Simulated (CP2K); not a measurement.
Two runs for the C K edge of 3-formylpyridine. Run A: CP2K XAS_TDP, all-electron GAPW, PBEh(45%), aug-cc-pVDZ, TDA, no relativity. Run B differs in one setting.

First lines with a strength over 0.0015. A:

```
                     atom  energy (eV)  states  strength, one atom
C2 (bonded to C, O and H)       281.51       1              0.0614
                                286.69       1              0.0086
                                286.71       1              0.0173
                                287.79       1              0.0025
                                288.30       1              0.0045
       C3 (bonded to 3 C)       281.15       1              0.0301
                                284.03       1              0.0231
                                286.50       2              0.0049
                                287.60       1              0.0044
                                287.69       1              0.0066
 C4 (bonded to 2 C and H)       280.92       1              0.0550
                                283.27       1              0.0015
                                285.00       1              0.0136
                                286.19       1              0.0026
                                286.38       1              0.0018
 C5 (bonded to 2 C and H)       281.46       1              0.0493
                                284.53       1              0.0122
                                285.29       1              0.0055
                                285.93       1              0.0030
                                286.17       1              0.0040
C6 (bonded to C, N and H)       281.35       1              0.0551
                                285.55       1              0.0120
                                286.09       1              0.0072
                                286.53       1              0.0033
                                287.19       1              0.0021
C8 (bonded to C, N and H)       281.22       1              0.0565
                                286.02       1              0.0056
                                286.44       1              0.0080
                                287.11       1              0.0030
                                288.19       1              0.0083
```

B:

```
                     atom  energy (eV)  states  strength, one atom
C2 (bonded to C, O and H)       276.20       1              0.0439
                                279.71       1              0.0131
                                280.10       1              0.0064
                                280.73       1              0.0028
                                281.37       1              0.0015
       C3 (bonded to 3 C)       275.07       1              0.0154
                                277.67       1              0.0228
                                280.61       1              0.0037
                                280.81       1              0.0020
                                281.19       1              0.0101
 C4 (bonded to 2 C and H)       275.29       1              0.0380
                                276.45       1              0.0060
                                278.46       1              0.0061
                                280.12       1              0.0017
                                280.91       1              0.0018
 C5 (bonded to 2 C and H)       275.54       1              0.0119
                                275.84       1              0.0224
                                278.04       1              0.0058
                                278.12       1              0.0084
                                279.11       1              0.0021
C6 (bonded to C, N and H)       275.70       1              0.0376
                                278.83       1              0.0111
                                278.91       1              0.0042
                                279.56       1              0.0028
                                280.17       1              0.0017
C8 (bonded to C, N and H)       275.62       1              0.0380
                                276.59       1              0.0054
                                279.56       1              0.0036
                                280.16       1              0.0015
                                280.35       1              0.0016
```

Which was it: the functional, the basis, scalar relativity switched on, GW2X switched on?

The functional (functional from PBEh(45%) to PBE0; the lines alone don't name the new value). A functional moves all lines by electronvolts and changes their spacings and strengths. Against PBEh(45%) in aug-cc-pVDZ, the leading lines move by -5.31 eV (C2, to 276.20), -6.08 eV (C3, to 275.07), -5.63 eV (C4, to 275.29), -5.92 eV (C5, to 275.54), -5.65 eV (C6, to 275.70) and -5.60 eV (C8, to 275.62); the strength of C2's goes from 0.0614 to 0.0439. The next line of C2 over the strength cut lies 3.51 eV higher, against 5.18.

[Banner, clock and machine lines of the logs are left out without a mark of their own.]

[Logs are printed without paths, hosts, clocks, repeated set-up lines and the standing remarks that a program may print on its own settings, such as how far it seeks lower states.]

[Hosts, paths, dates, database ids (printed as entryN), source tags and the programs' standing remarks are cut or masked in the printed files.]
